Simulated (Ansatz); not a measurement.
# Which metal contacts arsenene? The Schottky-Mott estimate

If a metal and one layer of arsenene lined up by their vacuum levels alone, the barrier for electrons would be the work function less the affinity, and that for holes the ionisation energy less the work function. What does that give for common contact metals?

Set-up. Ansatz 0.2.0, plane waves with PAW datasets (its set soft_2), PBE. Layers: cell and atoms relaxed with a dispersion term, band edges read against the vacuum level. Here the gap is 1.53 eV, the ionisation energy 5.26 eV and the affinity 3.73 eV. Metals: relaxed slabs of 7 layers at the tabulated experimental lattice constant, Fermi-Dirac smearing of 0.1 eV, Ni with spin. Labels allow 0.1 eV either way.

The runs side by side:

| metal | work function (eV) | barrier for electrons (eV) | barrier for holes (eV) | by the rule |
| --- | --- | --- | --- | --- |
| Sc(0001) | 3.59 | −0.14 | 1.67 | no barrier for electrons |
| Al(111) | 4.03 | 0.30 | 1.23 | favours electrons |
| Hf(0001) | 4.33 | 0.60 | 0.93 | favours electrons |
| Ti(0001) | 4.37 | 0.64 | 0.89 | favours electrons |
| Ag(111) | 4.49 | 0.76 | 0.77 | mid-gap |
| Mo(110) | 4.56 | 0.83 | 0.70 | mid-gap |
| Cu(111) | 4.82 | 1.09 | 0.44 | favours holes |
| W(110) | 4.84 | 1.11 | 0.42 | favours holes |
| Ru(0001) | 5.01 | 1.28 | 0.25 | favours holes |
| Ni(111) | 5.06 | 1.33 | 0.20 | favours holes |
| Pd(111) | 5.24 | 1.51 | 0.02 | at the valence edge |
| Au(111) | 5.27 | 1.54 | −0.01 | at the valence edge |
| Pt(111) | 5.71 | 1.98 | −0.45 | no barrier for holes |

What this shows: By the rule the Fermi level lies over the conduction edge for 1, inside the gap for 10 and under the valence edge for 2 of the 13 metals. The middle of the gap lies 4.50 eV under the vacuum level: metals with a smaller work function favour electrons, those with a larger one holes. Worked for Cu(111): 4.82 − 3.73 = 1.09 eV and 5.26 − 4.82 = 0.44 eV, which add up to the gap, 1.53 eV.

**Limits.** This is the limit without any interaction. A real contact lowers the metal's work function by compressing its electron tail, moves charge and can pin the Fermi level, so barriers at bonded contacts depend far less on the metal; van der Waals contacts come nearer to the rule. The layer is built from a prototype, and its stability was not tested. PBE gaps usually lie under quasiparticle gaps, which makes the two barriers together too small, and a missing barrier can be an artefact of that. Spin-orbit coupling is left out. The table is a selection: not every member that was run is listed.
